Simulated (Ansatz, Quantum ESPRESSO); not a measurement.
# BaOs3 (Pm-3m): zone-centre phonons

Which modes does BaOs3 (Pm-3m) have at the zone centre?

Calculated with Quantum ESPRESSO 7.5; DFT LDA, scalar-relativistic, plane waves, JTH PAW pseudopotentials.

The structure was built from a prototype and need not be the compound's stable phase.

**1. The structure**

Symmetry: Pm-3m, No. 221, cubic system. Conventional cell: a = 4.658 Å, b = 4.658 Å, c = 4.658 Å, α = 90.00°, β = 90.00°, γ = 90.00°. Nearest to Ba lie 12 Os at 3.29 Å. Os has 4 Ba at 3.29 Å and 8 Os at 3.29 Å nearest. Farther neighbours are not listed.

As a file:

```cif
data_structure
_symmetry_space_group_name_H-M 'Pm-3m'
_symmetry_Int_Tables_number 221
_cell_length_a 4.6584
_cell_length_b 4.6584
_cell_length_c 4.6584
_cell_angle_alpha 90.000
_cell_angle_beta 90.000
_cell_angle_gamma 90.000
_cell_volume 101.09
loop_
_atom_site_label
_atom_site_type_symbol
_atom_site_symmetry_multiplicity
_atom_site_Wyckoff_symbol
_atom_site_fract_x
_atom_site_fract_y
_atom_site_fract_z
_atom_site_occupancy
Ba1 Ba 1 a 0.00000 0.00000 0.00000 1
Os1 Os 3 c 0.00000 0.50000 0.50000 1
```

**2. A probe with smearing**

A cheap run with smearing and empty bands tells whether the crystal has a gap, which decides between fixed occupations and smearing later on.

probe.in reads:

```
&control
   calculation = 'scf'
   prefix = 'x'
   outdir = './tmp'
   pseudo_dir = './pseudo'
   tprnfor = .true.
   tstress = .true.
   verbosity = 'high'
/
&system
   ibrav = 1
   celldm(1) = 8.80302771
   nat = 4
   ntyp = 2
   ecutwfc = 40.0
   ecutrho = 200.0
   occupations = 'smearing'
   smearing = 'gaussian'
   degauss = 0.01
/
&electrons
   conv_thr = 1.0d-07
   mixing_beta = 0.7
   electron_maxstep = 100
/
ATOMIC_SPECIES
 Ba    137.3270  Ba.upf
 Os    190.2300  Os.upf
ATOMIC_POSITIONS crystal
 Ba     0.000000000   0.000000000   0.000000000
 Os     0.000000000   0.500000000   0.500000000
 Os     0.500000000   0.000000000   0.500000000
 Os     0.500000000   0.500000000   0.000000000
K_POINTS automatic
 4 4 4 0 0 0
```

Launch:

```console
$ OMP_NUM_THREADS=1 mpirun -n 4 pw.x -nk 4 -in probe.in > probe.out
```

The log of the run:

```text
[banners, grids, parts of the stress and lines that vanish by symmetry left out]
Program PWSCF v.7.5
     file Ba.upf: wavefunction(s)  5S 6S 5P 0P 5D 0D renormalized
     file Os.upf: wavefunction(s)  6S 0S 0P 0P 5D 0D renormalized
[...]
kinetic-energy cutoff     =      40.0000  Ry
     charge density cutoff     =     200.0000  Ry
     scf convergence threshold =      1.0E-07
[...]
Exchange-correlation= SLA PW NOGX NOGC
                           (   1   4   0   0   0   0   0)
[...]
48 Sym. Ops., with inversion, found
[...]
(     0          1          0      )
                  (     0          0          1      )
[...]
(  0.0000000  1.0000000  0.0000000 )
                  (  0.0000000  0.0000000  1.0000000 )
[...]
(     0         -1          0      )
[...]
(     1          0          0      )
[...]
( -1.0000000  0.0000000  0.0000000 )
                  (  0.0000000  1.0000000  0.0000000 )
[...]
number of k points=    10  Gaussian smearing, width (Ry)=  0.0100
[...]
End of self-consistent calculation
[...]
the Fermi energy is     9.5238 ev
!    total energy              =   -2457.26403092 Ry
[...]
convergence has been achieved in  15 iterations
[...]
atom    1 type  1   force =     0.00000000    0.00000000    0.00000000
     atom    2 type  2   force =     0.00000000    0.00000000    0.00000000
     atom    3 type  2   force =     0.00000000    0.00000000    0.00000000
     atom    4 type  2   force =     0.00000000    0.00000000    0.00000000
[...]
Total force =     0.000000     Total SCF correction =     0.000000
[...]
total   stress  (Ry/bohr**3)                   (kbar)     P=     -271.64
[...]
XML data file, charge density, pseudopotentials, collected wavefunctions

   JOB DONE.
```

Wall time 9.1 s (4 MPI ranks of Arm Neoverse V1, shared host).

Read from the output:

```
volume per atom   : 25.27 Å³
pressure          : -27.16 GPa
gap on the k-mesh : 0 eV
```

No gap opens on this mesh, so smearing is kept; the start stands at -27 GPa.

**3. Relaxing the cell and atoms**

The relaxation runs at a cutoff a fifth above that of the response, since stress converges more slowly with the basis than frequencies do. Forces and stress are brought to rest with tight thresholds.

relax.in reads:

```
&control
   calculation = 'vc-relax'
   prefix = 'x'
   outdir = './tmp'
   pseudo_dir = './pseudo'
   tprnfor = .true.
   tstress = .true.
   forc_conv_thr = 2.0d-05
   etot_conv_thr = 1.0d-07
   nstep = 40
/
&system
   ibrav = 1
   celldm(1) = 8.80302771
   nat = 4
   ntyp = 2
   ecutwfc = 48
   ecutrho = 240.0
   occupations = 'smearing'
   smearing = 'mv'
   degauss = 0.02
/
&electrons
   conv_thr = 1.0d-11
   mixing_beta = 0.7
   electron_maxstep = 100
/
&ions
/
&cell
   press_conv_thr = 0.2
/
ATOMIC_SPECIES
 Ba    137.3270  Ba.upf
 Os    190.2300  Os.upf
ATOMIC_POSITIONS crystal
 Ba     0.000000000   0.000000000   0.000000000
 Os     0.000000000   0.500000000   0.500000000
 Os     0.500000000   0.000000000   0.500000000
 Os     0.500000000   0.500000000   0.000000000
K_POINTS automatic
 8 8 8 0 0 0
```

Launch:

```console
$ OMP_NUM_THREADS=1 mpirun -n 4 pw.x -nk 4 -in relax.in > relax.out
```

The log of the run:

```text
[banners, grids, parts of the stress and lines that vanish by symmetry left out]
[banner, memory and clock lines left out]
Program PWSCF v.7.5

[...]
kinetic-energy cutoff     =      48.0000  Ry
     charge density cutoff     =     240.0000  Ry
     scf convergence threshold =      1.0E-11
[...]
energy convergence thresh.=      1.0E-07
     force convergence thresh. =      2.0E-05
     press convergence thresh. =      2.0E-01
     Exchange-correlation= SLA PW NOGX NOGC
                           (   1   4   0   0   0   0   0)
[...]
48 Sym. Ops., with inversion, found
[...]
number of k points=    35  Marzari-Vanderbilt smearing, width (Ry)=  0.0200
[...]
End of self-consistent calculation
[...]
the Fermi energy is     9.4655 ev
!    total energy              =   -2457.25992389 Ry
[...]
convergence has been achieved in  20 iterations
[...]
atom    1 type  1   force =     0.00000000    0.00000000    0.00000000
     atom    2 type  2   force =     0.00000000    0.00000000    0.00000000
     atom    3 type  2   force =     0.00000000    0.00000000    0.00000000
     atom    4 type  2   force =     0.00000000    0.00000000    0.00000000
     Total force =     0.000000     Total SCF correction =     0.000000
[...]
total   stress  (Ry/bohr**3)                   (kbar)     P=     -270.60
[...]
number of bfgs steps    =   0
[...]
CELL_PARAMETERS (alat=  8.80302771)
[...]
ATOMIC_POSITIONS (crystal)
Ba               0.0000000000        0.0000000000        0.0000000000
Os               0.0000000000        0.5000000000        0.5000000000
Os               0.5000000000        0.0000000000        0.5000000000
Os               0.5000000000        0.5000000000        0.0000000000
[...]
New effective cutoffs (rho, wfc):  263.08   52.74
[...]
End of self-consistent calculation
[...]
the Fermi energy is    11.6133 ev
!    total energy              =   -2457.41664911 Ry
[...]
convergence has been achieved in  15 iterations
[...]
atom    1 type  1   force =     0.00000000    0.00000000    0.00000000
     atom    2 type  2   force =     0.00000000    0.00000000    0.00000000
     atom    3 type  2   force =     0.00000000    0.00000000    0.00000000
     atom    4 type  2   force =     0.00000000    0.00000000    0.00000000
     Total force =     0.000000     Total SCF correction =     0.000000
[...]
total   stress  (Ry/bohr**3)                   (kbar)     P=     -232.37
[...]
number of bfgs steps    =   1
[...]
CELL_PARAMETERS (alat=  8.80302771)
[...]
ATOMIC_POSITIONS (crystal)
[...]
New effective cutoffs (rho, wfc):  305.69   61.28
[...]
End of self-consistent calculation
[...]
the Fermi energy is    15.8672 ev
!    total energy              =   -2457.53426116 Ry
[...]
convergence has been achieved in  20 iterations
[...]
atom    1 type  1   force =     0.00000000    0.00000000    0.00000000
     atom    2 type  2   force =     0.00000000    0.00000000    0.00000000
     atom    3 type  2   force =     0.00000000    0.00000000    0.00000000
     atom    4 type  2   force =     0.00000000    0.00000000    0.00000000
     Total force =     0.000000     Total SCF correction =     0.000000
[...]
total   stress  (Ry/bohr**3)                   (kbar)     P=       -2.81
[...]
number of bfgs steps    =   2
[...]
CELL_PARAMETERS (alat=  8.80302771)
[...]
ATOMIC_POSITIONS (crystal)
[...]
New effective cutoffs (rho, wfc):  306.19   61.38
[...]
End of self-consistent calculation
[...]
the Fermi energy is    15.9203 ev
!    total energy              =   -2457.53426636 Ry
[...]
convergence has been achieved in  15 iterations
[...]
atom    1 type  1   force =     0.00000000    0.00000000    0.00000000
     atom    2 type  2   force =     0.00000000    0.00000000    0.00000000
[...]
Total force =     0.000000     Total SCF correction =     0.000000
[...]
total   stress  (Ry/bohr**3)                   (kbar)     P=        1.51
[...]
number of bfgs steps    =   3
[...]
CELL_PARAMETERS (alat=  8.80302771)
[...]
ATOMIC_POSITIONS (crystal)
[...]
New effective cutoffs (rho, wfc):  306.01   61.35
[...]
End of self-consistent calculation
[...]
the Fermi energy is    15.9018 ev
!    total energy              =   -2457.53426843 Ry
[...]
convergence has been achieved in   8 iterations
[...]
Total force =     0.000000     Total SCF correction =     0.000000
[...]
total   stress  (Ry/bohr**3)                   (kbar)     P=       -0.00
[...]
number of bfgs steps    =   4
[...]
small trust_radius: resetting bfgs history
[...]
CELL_PARAMETERS (alat=  8.80302771)
[...]
ATOMIC_POSITIONS (crystal)
[...]
New effective cutoffs (rho, wfc):  306.01   61.35
[...]
End of self-consistent calculation
[...]
the Fermi energy is    15.9018 ev
!    total energy              =   -2457.53426843 Ry
[...]
convergence has been achieved in   4 iterations
[...]
atom    1 type  1   force =     0.00000000    0.00000000    0.00000000
     atom    2 type  2   force =     0.00000000    0.00000000    0.00000000
     atom    3 type  2   force =     0.00000000    0.00000000    0.00000000
     atom    4 type  2   force =     0.00000000    0.00000000    0.00000000
     Total force =     0.000000     Total SCF correction =     0.000000
[...]
total   stress  (Ry/bohr**3)                   (kbar)     P=       -0.00
[...]
bfgs converged in   6 scf cycles and   5 bfgs steps
[...]
End of BFGS Geometry Optimization
     Final enthalpy           =   -2457.5342684257 Ry
     File ./tmp/x.bfgs deleted, as requested
[...]
CELL_PARAMETERS (alat=  8.80302771)
[...]
ATOMIC_POSITIONS (crystal)
[...]
Os               0.5000000000        0.0000000000        0.5000000000
Os               0.5000000000        0.5000000000        0.0000000000
[...]
Final scf calculation at the relaxed structure.
[...]
kinetic-energy cutoff     =      48.0000  Ry
     charge density cutoff     =     240.0000  Ry
     scf convergence threshold =      1.0E-13
[...]
press convergence thresh. =      2.0E-01
     Exchange-correlation= SLA PW NOGX NOGC
                           (   1   4   0   0   0   0   0)
[...]
48 Sym. Ops., with inversion, found
[...]
number of k points=    35  Marzari-Vanderbilt smearing, width (Ry)=  0.0200
[...]
c_bands:  1 eigenvalues not converged
[...]
End of self-consistent calculation
[...]
the Fermi energy is    15.9019 ev
!    total energy              =   -2457.53413024 Ry
[...]
convergence has been achieved in  18 iterations
[...]
atom    1 type  1   force =     0.00000000    0.00000000    0.00000000
     atom    2 type  2   force =     0.00000000    0.00000000    0.00000000
     atom    3 type  2   force =     0.00000000    0.00000000    0.00000000
     atom    4 type  2   force =     0.00000000    0.00000000    0.00000000
     Total force =     0.000000     Total SCF correction =     0.000000
[...]
total   stress  (Ry/bohr**3)                   (kbar)     P=        0.03
[...]
XML data file, charge density, pseudopotentials, collected wavefunctions
```

Elapsed: 2.7 min, on 4 MPI ranks; 11 min of CPU time.

Step by step:

```csv
step,energy less that of the first step (eV),largest force (eV/Å),pressure (GPa),volume (Å³)
1,0.0000,0.0000,-27.06,101.09
2,-2.1324,0.0000,-23.24,87.77
3,-3.7325,0.0000,-0.28,70.08
4,-3.7326,0.0000,0.15,69.90
5,-3.7326,0.0000,0.00,69.96
6,-3.7326,0.0000,0.00,69.96
7,-3.7308,0.0000,0.00,69.96
```

```csv
"conventional cell, symmetrised",before,after,change
a (Å),4.658,4.121,-11.5 %
b (Å),4.658,4.121,-11.5 %
c (Å),4.658,4.121,-11.5 %
volume (Å³/atom),25.27,17.49,-30.8 %
```

The relaxed structure:

```cif
data_structure
_symmetry_space_group_name_H-M 'P 1'
_symmetry_Int_Tables_number 1
_cell_length_a 4.1206
_cell_length_b 4.1206
_cell_length_c 4.1206
_cell_angle_alpha 90.000
_cell_angle_beta 90.000
_cell_angle_gamma 90.000
_cell_volume 69.96
loop_
_atom_site_label
_atom_site_type_symbol
_atom_site_fract_x
_atom_site_fract_y
_atom_site_fract_z
_atom_site_occupancy
Ba1 Ba 0.00000 0.00000 0.00000 1
Os2 Os 0.00000 0.50000 0.50000 1
Os3 Os 0.50000 0.00000 0.50000 1
Os4 Os 0.50000 0.50000 0.00000 1
```

The last row of the table of steps is pw.x's closing run on a basis chosen anew for the final cell, so its energy can jump.

Read from the output:

```yaml
volume_per_atom: 17.49 Å³
pressure: 0.003000 GPa
```

The volume changes by -30.8 % from the cell with which this run began.

**4. Self-consistent run for the response**

Perturbation theory inherits every error of the wavefunctions, so the threshold is set near the limit of the arithmetic. Smearing stays on, as the first look found no gap above 0.3 eV.

scf.in reads:

```
&control
   calculation = 'scf'
   prefix = 'x'
   outdir = './tmp'
   pseudo_dir = './pseudo'
   tprnfor = .true.
   tstress = .true.
/
&system
   ibrav = 1
   celldm(1) = 7.78677255
   nat = 4
   ntyp = 2
   ecutwfc = 40.0
   ecutrho = 200.0
   occupations = 'smearing'
   smearing = 'mv'
   degauss = 0.02
/
&electrons
   conv_thr = 1.0d-12
   mixing_beta = 0.7
   electron_maxstep = 100
/
ATOMIC_SPECIES
 Ba    137.3270  Ba.upf
 Os    190.2300  Os.upf
ATOMIC_POSITIONS crystal
 Ba     0.000000000   0.000000000   0.000000000
 Os     0.000000000   0.500000000   0.500000000
 Os     0.500000000   0.000000000   0.500000000
 Os     0.500000000   0.500000000   0.000000000
K_POINTS automatic
 8 8 8 0 0 0
```

Launch:

```console
$ OMP_NUM_THREADS=1 mpirun -n 4 pw.x -nk 4 -in scf.in > scf.out
```

The log of the run:

```text
[banners, grids, parts of the stress and lines that vanish by symmetry left out]
[banner, memory and clock lines left out]
Program PWSCF v.7.5

[...]
kinetic-energy cutoff     =      40.0000  Ry
     charge density cutoff     =     200.0000  Ry
     scf convergence threshold =      1.0E-12
[...]
Exchange-correlation= SLA PW NOGX NOGC
                           (   1   4   0   0   0   0   0)
[...]
48 Sym. Ops., with inversion, found
[...]
number of k points=    35  Marzari-Vanderbilt smearing, width (Ry)=  0.0200
[...]
End of self-consistent calculation
[...]
the Fermi energy is    15.9020 ev
!    total energy              =   -2457.53384343 Ry
[...]
convergence has been achieved in  20 iterations
[...]
atom    1 type  1   force =     0.00000000    0.00000000    0.00000000
     atom    2 type  2   force =     0.00000000    0.00000000    0.00000000
     atom    3 type  2   force =     0.00000000    0.00000000    0.00000000
     atom    4 type  2   force =     0.00000000    0.00000000    0.00000000
     Total force =     0.000000     Total SCF correction =     0.000000
[...]
total   stress  (Ry/bohr**3)                   (kbar)     P=       -0.51
[...]
XML data file, charge density, pseudopotentials, collected wavefunctions
```

Elapsed: 16 s, on 4 MPI ranks; 62 s of CPU time.

This step gave:

```
pressure : -0.05100 GPa
```

The cell stands at -0.051 GPa, close enough for phonons.

[end of part 1 of 3]

[Host names and launcher messages were left out of these logs when they were recorded.]

[Logs are printed without paths, hosts, clocks, repeated set-up lines and the standing remarks that a program may print on its own settings, such as how far it seeks lower states.]

[Hosts, paths, dates, database ids (printed as entryN), source tags and the programs' standing remarks are cut or masked in the printed files.]
